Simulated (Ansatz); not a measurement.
## Ca on Pt(111): change of the work function

How does one ordered layer of Ca (fcc site) change the work function of Pt(111), and what dipole does each adsorbate carry?

Calculated with Ansatz 0.2.0; plane-wave DFT, PBE, Ansatz PAW.

### Step 1. Starting point

The cell holds 4 atoms: 4 Pt. Cell: a = 2.772 Å, b = 2.772 Å, c = 24.790 Å, α = 90.0°, β = 90.0°, γ = 60.0°. Vacuum lies along c.

Structure file:

```cif
data_structure
_symmetry_space_group_name_H-M 'P 1'
_symmetry_Int_Tables_number 1
_cell_length_a 2.7719
_cell_length_b 2.7719
_cell_length_c 24.7896
_cell_angle_alpha 90.000
_cell_angle_beta 90.000
_cell_angle_gamma 60.000
_cell_volume 164.95
loop_
_atom_site_label
_atom_site_type_symbol
_atom_site_fract_x
_atom_site_fract_y
_atom_site_fract_z
_atom_site_occupancy
Pt1 Pt 0.00000 0.00000 0.36305 1
Pt2 Pt 0.33333 0.33333 0.45435 1
Pt3 Pt 0.66667 0.66667 0.54565 1
Pt4 Pt 0.00000 0.00000 0.63695 1
```

### Step 2. The clean slab

The bare slab comes first, as the zero from which every change is counted. The two lowest layers are held at bulk places and the upper ones relax. The dipole correction removes the false field that a one-sided slab makes across the periodic vacuum, so each face gets a flat vacuum level of its own.

The input, input.yaml:

```yaml
crystal:
  lattice:
    - [2.7718585823, 0.0, 0.0]
    - [1.3859292911, 2.4004999479, 0.0]
    - [0.0, 0.0, 24.7896391657]
  atoms:
    - { symbol: Pt, position: [0.0, 0.0, 0.3630549013] }
    - { symbol: Pt, position: [0.3333333333, 0.3333333333, 0.4543516338] }
    - { symbol: Pt, position: [0.6666666667, 0.6666666667, 0.5456483662] }
    - { symbol: Pt, position: [0.0, 0.0, 0.6369450987] }
kpoints:
  mp_grid: { grid: [12, 12, 1] }
hamiltonian:
  xc: pbe
scf:
  occupations: { method: fermi_dirac, width: 0.1 }
  convergence: { dr2_threshold: 1.0e-08 }
efield:
  axis: 3
  dipole_correction: true
  ramp_position: 0.97
  ramp_width: 0.06
relax:
  f_tol: 0.02
  max_steps: 60
  constraints: [{ sites: [0, 1] }]
output:
  write_potential: true
  write_density: true
  volumetric_format: npy
```

Started as:

```console
ansatz run input.yaml --threads 4 --pin off --max-ram 6144MiB --backend cpu --events-out ev --progress --plain --runs-dir out
```

What it wrote:

```text
Engine: ansatz 0.2.0, x86_64-unknown-linux-gnu
Pseudopotentials: kind: paw
Pseudopotential: Pt, paw, valence charge 18, recommended cutoff 420 eV (normal), Pt.paw.azcp
Functional definition: PBE
  parameter kappa = 0.804
  parameter beta = 0.066725
  exchange = pbe_x(kappa = kappa, mu = beta*pi^2/3)
  correlation = pbe_c(beta = beta)
Crystal: 4 atoms, lattice volume = 164.946 Å³
Basis set: ecut = 420 eV, 3263 PW (Γ), exchange–correlation on 40×40×360 points (8 copies of the dense FFT grid, shifted against one another)
Bands: 44, of which v1, the nominal top of the filled ones, is band 36 counted from 1 (35 counted from 0)
Symmetry: 6 space group operations
k-points: 19 of 144 (time reversal used)
Non-local potential: Pt, projectors of the file, l = 0: 3, l = 1: 2, l = 2: 2, l = 3: 1
PAW form: soft (Blöchl's): semilocal exchange-correlation on the pseudo side does not see the compensation charge
PAW one-centre angular grid: Pt, 590 points (default); XC on 64 Gauss nodes
Initial density: superposition of atomic densities (neutral atoms: chi_scale 0, normalization atom), corrected by the library's trained network
Initial wavefunctions: pseudopotential atomic-orbital guess
Functional: x = pbe(κ = 0.804, μ = 0.219515), c = pbe(β = 0.066725)
SCF iter   1: F=—  HF=-50090.991717 eV  |F-HF|=—  |Δ(HF+E_count)|=         —  Δρ=5.75e-3  dr2=3.09e-1  ethr=1.77e-3  p=0.000 e·Å  D=2.45e-13 V/Å  ΔV_dip=-0.00 eV  dr2_dipole=3.81e-7  V_vac-E_F(+/−)=5.23/5.23 eV  ⟨swp⟩=8.8  Hψ=3876  notcnv=0  defer=3
efield: sawtooth ramp at fractional position 0.9700 (set: `efield.ramp_position`, or a place that a band, a saddle search or an elastic batch's reference lends), width 0.0600; the density the first Hamiltonian is built on has a dipole p = 0.000 e·Å; the dipole correction subtracts the counter field D = 2.45e-13 V/Å, which shifts the + side's vacuum level by -0.00 eV against the − side's; the planar-averaged density in the ramp window peaks in size at 7.4e-6 e/Å³
preconditioner: auto → LDOS  [metal: Δε(μ)=0.021 eV  Ē_g=7.789 eV  σ=0.100 eV  W_gap=0.05  n_scr=18 (ndim 8)  ℏωp=18.3 eV  f_vac=0.582  D(μ)=6.47/eV (n_scr^D=38)  β→1.0]
SCF iter   2: F=—  HF=-50090.990101 eV  |F-HF|=—  |Δ(HF+E_count)|=   1.62e-3  Δρ=3.29e-3  dr2=3.42e-2  ethr=4.29e-4  p=-0.000 e·Å  D=-9.35e-6 V/Å  ΔV_dip=0.00 eV  dr2_dipole=9.83e-8  V_vac-E_F(+/−)=5.71/5.71 eV  ⟨swp⟩=2.5  Hψ=1067  notcnv=0  defer=17
SCF iter   3: F=—  HF=-50090.987449 eV  |F-HF|=—  |Δ(HF+E_count)|=   2.65e-3  Δρ=1.41e-3  dr2=2.98e-2  ethr=4.75e-5  p=0.000 e·Å  D=7.75e-6 V/Å  ΔV_dip=-0.00 eV  dr2_dipole=2.72e-8  V_vac-E_F(+/−)=5.60/5.60 eV  ⟨swp⟩=2.6  Hψ=1528  notcnv=0  defer=17
SCF iter   4: F=—  HF=-50090.985225 eV  |F-HF|=—  |Δ(HF+E_count)|=   2.22e-3  Δρ=6.04e-4  dr2=1.66e-3  ethr=4.14e-5  p=-0.000 e·Å  D=-5.49e-7 V/Å  ΔV_dip=0.00 eV  dr2_dipole=9.84e-11  V_vac-E_F(+/−)=5.69/5.69 eV  ⟨swp⟩=2.1  Hψ=1183  notcnv=0  defer=17
SCF iter   5: F=—  HF=-50090.985132 eV  |F-HF|=—  |Δ(HF+E_count)|=   9.30e-5  Δρ=2.71e-4  dr2=8.45e-5  ethr=2.30e-6  p=-0.000 e·Å  D=-3.79e-7 V/Å  ΔV_dip=0.00 eV  dr2_dipole=9.16e-10  V_vac-E_F(+/−)=5.68/5.68 eV  ⟨swp⟩=2.7  Hψ=1289  notcnv=0  defer=17
SCF iter   6: F=—  HF=-50090.985170 eV  |F-HF|=—  |Δ(HF+E_count)|=   3.86e-5  Δρ=4.16e-5  dr2=6.88e-6  ethr=1.17e-7  p=-0.000 e·Å  D=-3.58e-7 V/Å  ΔV_dip=0.00 eV  dr2_dipole=3.87e-10  V_vac-E_F(+/−)=5.66/5.66 eV  ⟨swp⟩=2.3  Hψ=1268  notcnv=0  defer=17
SCF iter   7: F=—  HF=-50090.985173 eV  |F-HF|=—  |Δ(HF+E_count)|=   2.69e-6  Δρ=1.19e-5  dr2=1.40e-7  ethr=9.56e-9  p=-0.000 e·Å  D=-6.46e-8 V/Å  ΔV_dip=0.00 eV  dr2_dipole=8.82e-11  V_vac-E_F(+/−)=5.66/5.66 eV  ⟨swp⟩=2.1  Hψ=1242  notcnv=0  defer=15
SCF iter   8: F=-50090.985173 eV  HF=-50090.985173 eV  |F-HF|=5.50e-8  |Δ(HF+E_count)|=   2.84e-7  Δρ=3.95e-6  dr2=8.82e-9  ethr=1.39e-11  p=0.000 e·Å  D=2.49e-9 V/Å  ΔV_dip=-0.00 eV  dr2_dipole=1.15e-11  V_vac-E_F(+/−)=5.66/5.66 eV  ⟨swp⟩=8.6  Hψ=6852  notcnv=0
SCF 1 converged in 8 iterations: F = -50090.985173 eV  dr2 = 8.82e-9
  greatest PAW one-centre occupation: 1.000 electrons in one spin orbital (limit 2), on the Pt atom at site 2 (counted from 0), in its partial waves of l = 0
relax step   1: F+E_penalty+E_count = -50090.98517332 eV  Δ(F+E_penalty+E_count) = +0.000e0 eV  max|allowed force component| = 4.882e-1 eV/Å  Δτ_max = 0.0000 Å  (8 SCF iters, accepted)
Initial density: handed on by an earlier stage of this run
Initial wavefunctions: those handed on with the density
iter 1 solved again at ethr=6.41e-4 eV; its pass at ethr=3.10e-3 eV (dr2=4.62e-1 eV) is discarded
SCF iter   1: F=—  HF=-50091.029104 eV  |F-HF|=—  |Δ(HF+E_count)|=         —  Δρ=1.16e-2  dr2=4.80e-1  ethr=6.41e-4  p=0.000 e·Å  D=2.72e-7 V/Å  ΔV_dip=-0.00 eV  dr2_dipole=1.45e-1  V_vac-E_F(+/−)=5.71/5.71 eV  ⟨swp⟩=1.3  Hψ=3370  notcnv=0  defer=8
efield: sawtooth ramp at fractional position 0.9700 (set: `efield.ramp_position`, or a place that a band, a saddle search or an elastic batch's reference lends), width 0.0600; the density the first Hamiltonian is built on has a dipole p = 0.000 e·Å; the dipole correction subtracts the counter field D = 2.72e-7 V/Å, which shifts the + side's vacuum level by -0.00 eV against the − side's; the planar-averaged density in the ramp window peaks in size at 3.0e-6 e/Å³
preconditioner: auto → LDOS  [metal: Δε(μ)=0.019 eV  Ē_g=7.721 eV  σ=0.100 eV  W_gap=0.05  n_scr=18 (ndim 8)  ℏωp=18.3 eV  f_vac=0.575  D(μ)=6.64/eV (n_scr^D=50)  β→1.0]
SCF iter   2: F=—  HF=-50091.023854 eV  |F-HF|=—  |Δ(HF+E_count)|=   5.25e-3  Δρ=5.67e-3  dr2=1.45e-1  ethr=6.41e-4  p=0.004 e·Å  D=4.87e-3 V/Å  ΔV_dip=-0.12 eV  dr2_dipole=2.41e-2  V_vac-E_F(+/−)=5.55/5.67 eV  ⟨swp⟩=2.2  Hψ=1413  notcnv=0  defer=8
SCF iter   3: F=—  HF=-50091.004022 eV  |F-HF|=—  |Δ(HF+E_count)|=   1.98e-2  Δρ=2.86e-3  dr2=4.20e-2  ethr=2.02e-4  p=-0.007 e·Å  D=-7.20e-3 V/Å  ΔV_dip=0.18 eV  dr2_dipole=8.42e-5  V_vac-E_F(+/−)=5.86/5.68 eV  ⟨swp⟩=2.5  Hψ=1442  notcnv=0  defer=8
SCF iter   4: F=—  HF=-50090.997102 eV  |F-HF|=—  |Δ(HF+E_count)|=   6.92e-3  Δρ=9.64e-4  dr2=2.01e-3  ethr=5.84e-5  p=-0.003 e·Å  D=-3.38e-3 V/Å  ΔV_dip=0.08 eV  dr2_dipole=4.64e-5  V_vac-E_F(+/−)=5.76/5.68 eV  ⟨swp⟩=2.2  Hψ=1278  notcnv=0  defer=9
SCF iter   5: F=—  HF=-50090.996552 eV  |F-HF|=—  |Δ(HF+E_count)|=   5.49e-4  Δρ=2.91e-4  dr2=3.62e-4  ethr=2.79e-6  p=-0.003 e·Å  D=-2.80e-3 V/Å  ΔV_dip=0.07 eV  dr2_dipole=2.93e-5  V_vac-E_F(+/−)=5.74/5.68 eV  ⟨swp⟩=2.4  Hψ=1502  notcnv=0  defer=14
[...]
SCF iter   5: F=—  HF=-50091.007553 eV  |F-HF|=—  |Δ(HF+E_count)|=   1.07e-4  Δρ=1.80e-4  dr2=2.14e-4  ethr=1.16e-6  p=-0.001 e·Å  D=-7.97e-4 V/Å  ΔV_dip=0.02 eV  dr2_dipole=3.83e-6  V_vac-E_F(+/−)=5.69/5.67 eV  ⟨swp⟩=3.1  Hψ=1402  notcnv=0  defer=18
SCF iter   6: F=—  HF=-50091.007551 eV  |F-HF|=—  |Δ(HF+E_count)|=   1.86e-6  Δρ=9.20e-5  dr2=5.87e-5  ethr=2.97e-7  p=-0.001 e·Å  D=-1.00e-3 V/Å  ΔV_dip=0.02 eV  dr2_dipole=6.28e-8  V_vac-E_F(+/−)=5.70/5.67 eV  ⟨swp⟩=1.1  Hψ=836  notcnv=0  defer=18
SCF iter   7: F=—  HF=-50091.007561 eV  |F-HF|=—  |Δ(HF+E_count)|=   1.05e-5  Δρ=3.49e-5  dr2=1.06e-5  ethr=8.15e-8  p=-0.001 e·Å  D=-1.10e-3 V/Å  ΔV_dip=0.03 eV  dr2_dipole=8.94e-8  V_vac-E_F(+/−)=5.70/5.67 eV  ⟨swp⟩=1.3  Hψ=850  notcnv=0  defer=18
SCF iter   8: F=—  HF=-50091.007542 eV  |F-HF|=—  |Δ(HF+E_count)|=   1.95e-5  Δρ=1.21e-5  dr2=9.32e-7  ethr=1.47e-8  p=-0.001 e·Å  D=-1.07e-3 V/Å  ΔV_dip=0.03 eV  dr2_dipole=4.25e-9  V_vac-E_F(+/−)=5.70/5.67 eV  ⟨swp⟩=1.3  Hψ=861  notcnv=0  defer=18
SCF iter   9: F=—  HF=-50091.007565 eV  |F-HF|=—  |Δ(HF+E_count)|=   2.35e-5  Δρ=4.45e-6  dr2=4.80e-8  ethr=1.29e-9  p=-0.001 e·Å  D=-1.05e-3 V/Å  ΔV_dip=0.03 eV  dr2_dipole=2.20e-11  V_vac-E_F(+/−)=5.70/5.67 eV  ⟨swp⟩=2.0  Hψ=1208  notcnv=0  defer=17
SCF iter  10: F=-50091.007565 eV  HF=-50091.007565 eV  |F-HF|=8.50e-9  |Δ(HF+E_count)|=   3.09e-8  Δρ=1.25e-6  dr2=6.42e-9  ethr=1.39e-11  p=-0.001 e·Å  D=-1.05e-3 V/Å  ΔV_dip=0.03 eV  dr2_dipole=6.74e-10  V_vac-E_F(+/−)=5.70/5.67 eV  ⟨swp⟩=10.8  Hψ=6133  notcnv=0
SCF 3 converged in 10 iterations: F = -50091.007565 eV  dr2 = 6.42e-9
relax step   3: F+E_penalty+E_count = -50091.00756550 eV  Δ(F+E_penalty+E_count) = -1.103e-2 eV  max|allowed force component| = 7.115e-2 eV/Å  Δτ_max = 0.0918 Å  (10 SCF iters, accepted)
SCF iter   1: F=—  HF=-50091.008202 eV  |F-HF|=—  |Δ(HF+E_count)|=         —  Δρ=8.74e-4  dr2=5.06e-3  ethr=8.17e-5  p=-0.001 e·Å  D=-1.05e-3 V/Å  ΔV_dip=0.03 eV  dr2_dipole=1.69e-3  V_vac-E_F(+/−)=5.70/5.68 eV  ⟨swp⟩=2.1  Hψ=1462  notcnv=0  defer=18
efield: sawtooth ramp at fractional position 0.9700 (set: `efield.ramp_position`, or a place that a band, a saddle search or an elastic batch's reference lends), width 0.0600; the density the first Hamiltonian is built on has a dipole p = -0.001 e·Å; the dipole correction subtracts the counter field D = -1.05e-3 V/Å, which shifts the + side's vacuum level by +0.03 eV against the − side's; the planar-averaged density in the ramp window peaks in size at 2.0e-6 e/Å³
preconditioner: auto → LDOS  [metal: Δε(μ)=0.023 eV  Ē_g=7.759 eV  σ=0.100 eV  W_gap=0.06  n_scr=18 (ndim 8)  ℏωp=18.3 eV  f_vac=0.578  D(μ)=6.69/eV (n_scr^D=50)  β→1.0]
SCF iter   2: F=—  HF=-50091.008105 eV  |F-HF|=—  |Δ(HF+E_count)|=   9.76e-5  Δρ=3.88e-4  dr2=1.13e-3  ethr=7.03e-6  p=-0.001 e·Å  D=-6.34e-4 V/Å  ΔV_dip=0.02 eV  dr2_dipole=3.13e-4  V_vac-E_F(+/−)=5.69/5.67 eV  ⟨swp⟩=2.1  Hψ=1263  notcnv=0  defer=18
SCF iter   3: F=—  HF=-50091.008016 eV  |F-HF|=—  |Δ(HF+E_count)|=   8.92e-5  Δρ=2.54e-4  dr2=3.19e-4  ethr=1.57e-6  p=-0.002 e·Å  D=-1.78e-3 V/Å  ΔV_dip=0.04 eV  dr2_dipole=1.14e-6  V_vac-E_F(+/−)=5.72/5.67 eV  ⟨swp⟩=2.1  Hψ=1334  notcnv=0  defer=18
SCF iter   4: F=—  HF=-50091.007965 eV  |F-HF|=—  |Δ(HF+E_count)|=   5.06e-5  Δρ=5.52e-5  dr2=1.73e-5  ethr=4.43e-7  p=-0.001 e·Å  D=-1.25e-3 V/Å  ΔV_dip=0.03 eV  dr2_dipole=8.32e-7  V_vac-E_F(+/−)=5.70/5.67 eV  ⟨swp⟩=2.6  Hψ=1384  notcnv=0  defer=18
SCF iter   5: F=—  HF=-50091.007946 eV  |F-HF|=—  |Δ(HF+E_count)|=   1.97e-5  Δρ=2.60e-5  dr2=4.55e-6  ethr=2.40e-8  p=-0.001 e·Å  D=-1.28e-3 V/Å  ΔV_dip=0.03 eV  dr2_dipole=1.21e-7  V_vac-E_F(+/−)=5.70/5.67 eV  ⟨swp⟩=2.7  Hψ=1356  notcnv=0  defer=18
SCF iter   6: F=—  HF=-50091.007983 eV  |F-HF|=—  |Δ(HF+E_count)|=   3.73e-5  Δρ=1.36e-5  dr2=1.33e-6  ethr=6.32e-9  p=-0.001 e·Å  D=-1.27e-3 V/Å  ΔV_dip=0.03 eV  dr2_dipole=2.86e-9  V_vac-E_F(+/−)=5.70/5.67 eV  ⟨swp⟩=1.2  Hψ=826  notcnv=0  defer=18
SCF iter   7: F=—  HF=-50091.007983 eV  |F-HF|=—  |Δ(HF+E_count)|=   1.03e-7  Δρ=5.22e-6  dr2=2.29e-7  ethr=1.84e-9  p=-0.001 e·Å  D=-1.26e-3 V/Å  ΔV_dip=0.03 eV  dr2_dipole=3.74e-9  V_vac-E_F(+/−)=5.70/5.67 eV  ⟨swp⟩=1.2  Hψ=830  notcnv=0  defer=18
SCF iter   8: F=—  HF=-50091.007983 eV  |F-HF|=—  |Δ(HF+E_count)|=   2.13e-8  Δρ=1.99e-6  dr2=1.78e-8  ethr=3.19e-10  p=-0.001 e·Å  D=-1.27e-3 V/Å  ΔV_dip=0.03 eV  dr2_dipole=2.51e-10  V_vac-E_F(+/−)=5.70/5.67 eV  ⟨swp⟩=1.3  Hψ=909  notcnv=0  defer=18
SCF iter   9: F=-50091.007983 eV  HF=-50091.007983 eV  |F-HF|=3.22e-9  |Δ(HF+E_count)|=   1.65e-8  Δρ=5.77e-7  dr2=7.86e-10  ethr=1.39e-11  p=-0.001 e·Å  D=-1.27e-3 V/Å  ΔV_dip=0.03 eV  dr2_dipole=3.23e-12  V_vac-E_F(+/−)=5.70/5.67 eV  ⟨swp⟩=9.9  Hψ=5733  notcnv=0
SCF 4 converged in 9 iterations: F = -50091.007983 eV  dr2 = 7.86e-10
relax step   4: F+E_penalty+E_count = -50091.00798290 eV  Δ(F+E_penalty+E_count) = -4.174e-4 eV  max|allowed force component| = 3.488e-4 eV/Å  Δτ_max = 0.0131 Å  (9 SCF iters, accepted)
NSCF: frozen V_eff on 19 k-points
the band table was solved once a step of the walk had ended and its energy, with any forces and stress, was formed, with the checks that follow a solve (4584 applications of the Hamiltonian). They found nothing against the state; the energy, forces and stress were not computed again (output.eigenvalues in the input reference)
SCF converged after 9 iterations
Free energy (F): -50091.007983 eV
Harris-Foulkes:  -50091.007983 eV  (|F-HF|=3.22e-9)
Internal energy: -50090.790083 eV  (E = F + TS)
E sigma→0 (E₀):  -50090.899033 eV
Entropy (-TS):   -0.217900 eV (-54.475 meV/atom)
Fermi energy:    4.900471 eV
Dipole field:    D = -0.001268 V/Å  (p = -0.001156 e·Å, saw-weighted, corrected)
Work function:   Φ+ = 5.7030 eV   Φ− = 5.6716 eV
Levels:          The Fermi level and band energies are counted from a zero that moves with the ramp; work functions are not
--- Per-component energies (eV) ---
  E_band       = -1818.910558
  E_kinetic    = 2546.761398
  E_local      = -123966.042189  (includes V_loc(G=0)·N_el)
  E_nonlocal   = 800.189995
  E_hartree    = 60581.100997
  E_xc         = -1044.614578
  E_vxc        = -1207.827318  (∫ρ·V_xc dr)
  E_paw        = -37816.082998  (= ΣΔE_a)
  E_vpaw       = -1154.195293  (= ΣTr[D̂ρ^β])
  E_aug_tail   = 0.000812  (compensation charges beyond the density's cutoff)
  E_efield     = 0.000001  (sawtooth field / dipole correction)
  E_vefield    = 0.003641  (∫n·V_field dr)
  E_ewald      = 48807.896479
  E_smearing   = -0.217900  (= −TS)
  E_closure    = 0.000000  (closes the sum)
  Σ components = -50091.007983   (vs F -50091.007983, Δ=0.00e0)
--- Forces (eV/Å), atoms counted from 1 ---
  atom   1  Pt    -0.00000000    -0.00000000    -0.48014114
  atom   2  Pt     0.00000000    -0.00000000     0.47992543
  atom   3  Pt    -0.00000000    -0.00000000     0.00034883
  atom   4  Pt     0.00000000     0.00000000    -0.00014207
  max |Σ_I F_I| component: 8.96e-6 eV/Å
--- Band table (eV; the first three rows and the last of 19) ---
  k-point 0: bands = [... 32 lower, 3.3721, 3.7295, 3.7295, 4.4538, 4.4538, 4.4677, 4.8736, 4.8736, ... 4 higher]
  k-point 1: bands = [... 32 lower, 3.2564, 3.5694, 3.7370, 3.8498, 4.2372, 4.4477, 4.8839, 5.4119, ... 4 higher]
  k-point 2: bands = [... 32 lower, 3.0456, 3.1540, 3.4980, 3.7132, 4.4250, 4.6025, 4.9064, 6.3631, ... 4 higher]
  k-point 18: bands = [... 32 lower, 4.2535, 4.5924, 4.6084, 4.6216, 9.8513, 9.8824, 9.8903, 10.6257, ... 4 higher]
--- Relaxed structure (4 steps of the walk, 4 accepted, 0 SCFs on fresh bases) ---
  F+E_penalty+E_count = -50091.00798290 eV   max|allowed force component| = 3.488e-4 eV/Å
  atoms:
    - { symbol: Pt, position: [0.0, 0.0, 0.363055] }
    - { symbol: Pt, position: [0.333333, 0.333333, 0.454352] }
    - { symbol: Pt, position: [0.666667, 0.666667, 0.547405] }
    - { symbol: Pt, position: [1.786074e-18, -8.930372e-19, 0.641619] }
```

Wall time 11 s (4 threads of Intel Xeon 6975P-C (Granite Rapids), shared host); peak memory 0.57 GiB.

The column dr2 measures how far the density is from self-consistency, as an energy; F and HF (Harris–Foulkes) agree once it is small.

Relaxation path:

```
step  energy less that of the first step (eV)  largest force component (eV/Å)
   1                                   0.0000                          0.4882
   2                                  -0.0114                          0.3306
   3                                  -0.0224                          0.0711
   4                                  -0.0228                          0.0003
```

The run keeps the 6 symmetry operations that the program found, so distortions that break them were not tested.

The atoms that moved most (Å):

```
atom     dx     dy     dz  length
 Pt4  0.000  0.000  0.116   0.116
 Pt3  0.000  0.000  0.044   0.044
```

The relaxed structure:

```xyz
4
Lattice="2.7719 0.0000 0.0000 1.3859 2.4005 0.0000 0.0000 0.0000 24.7896" Properties=species:S:1:pos:R:3
Pt    0.0000    0.0000    9.0000
Pt    1.3859    0.8002   11.2632
Pt    2.7719    1.6003   13.5700
Pt    0.0000    0.0000   15.9055
```

This step gave:

```yaml
energy_at_zero_smearing: -50090.8990 eV
work_function_upper_face: 5.703 eV
work_function_lower_face: 5.672 eV
dipole_along_the_normal: -0.001156 e·Å
step_between_the_vacuum_levels: 0.03144 eV
```

Running mean over 2.263 Å of the planar mean; the ramp of the sawtooth is left out. The electron's electrostatic potential energy less the Fermi level by z:

```
z (Å)  electron's electrostatic potential energy less the Fermi level (eV)
  3.5                                                                 5.67
  4.0                                                                 5.67
  4.5                                                                 5.67
  5.0                                                                 5.67
  5.5                                                                 5.66
  6.0                                                                 5.61
  6.5                                                                 5.42
  7.0                                                                 4.60
  7.5                                                                 1.20
  8.0                                                                -4.97
  8.5                                                                -9.97
  9.0                                                                -11.6
  9.5                                                                -11.9
 10.0                                                                -12.1
 10.5                                                                -12.1
 11.0                                                                -12.2
 11.5                                                                -12.1
 12.0                                                                -11.8
 12.5                                                                -11.7
 13.0                                                                -11.9
 13.5                                                                -12.1
 14.0                                                                -11.8
 14.5                                                                -11.2
 15.0                                                                -11.2
 15.5                                                                -11.5
 16.0                                                                -11.3
 16.5                                                                -9.22
 17.0                                                                -3.69
 17.5                                                                 2.21
 18.0                                                                 4.90
 18.5                                                                 5.51
 19.0                                                                 5.66
 19.5                                                                 5.69
 20.0                                                                 5.70
 20.5                                                                 5.70
 21.0                                                                 5.70
 21.5                                                                 5.70
```

The relaxation took 4 steps and lowered the energy by 0.023 eV; the largest force on the free atoms ends at 3.5e-4 eV/Å.

The work function of the upper face is 5.70 eV.

(Continued in part 2 of 2.)

[Long decimals in the printed logs are rounded to 6 places.]

[Logs are printed without paths, hosts, clocks, repeated set-up lines and the standing remarks that a program may print on its own settings, such as how far it seeks lower states.]

[Hosts, paths, dates, database ids (printed as entryN), source tags and the programs' standing remarks are cut or masked in the printed files.]

[Maps of the electrostatic potential energy from Ansatz leave out the sawtooth potential of an applied field or a dipole correction, so their vacuum need not be flat; planar profiles and work functions include it.]
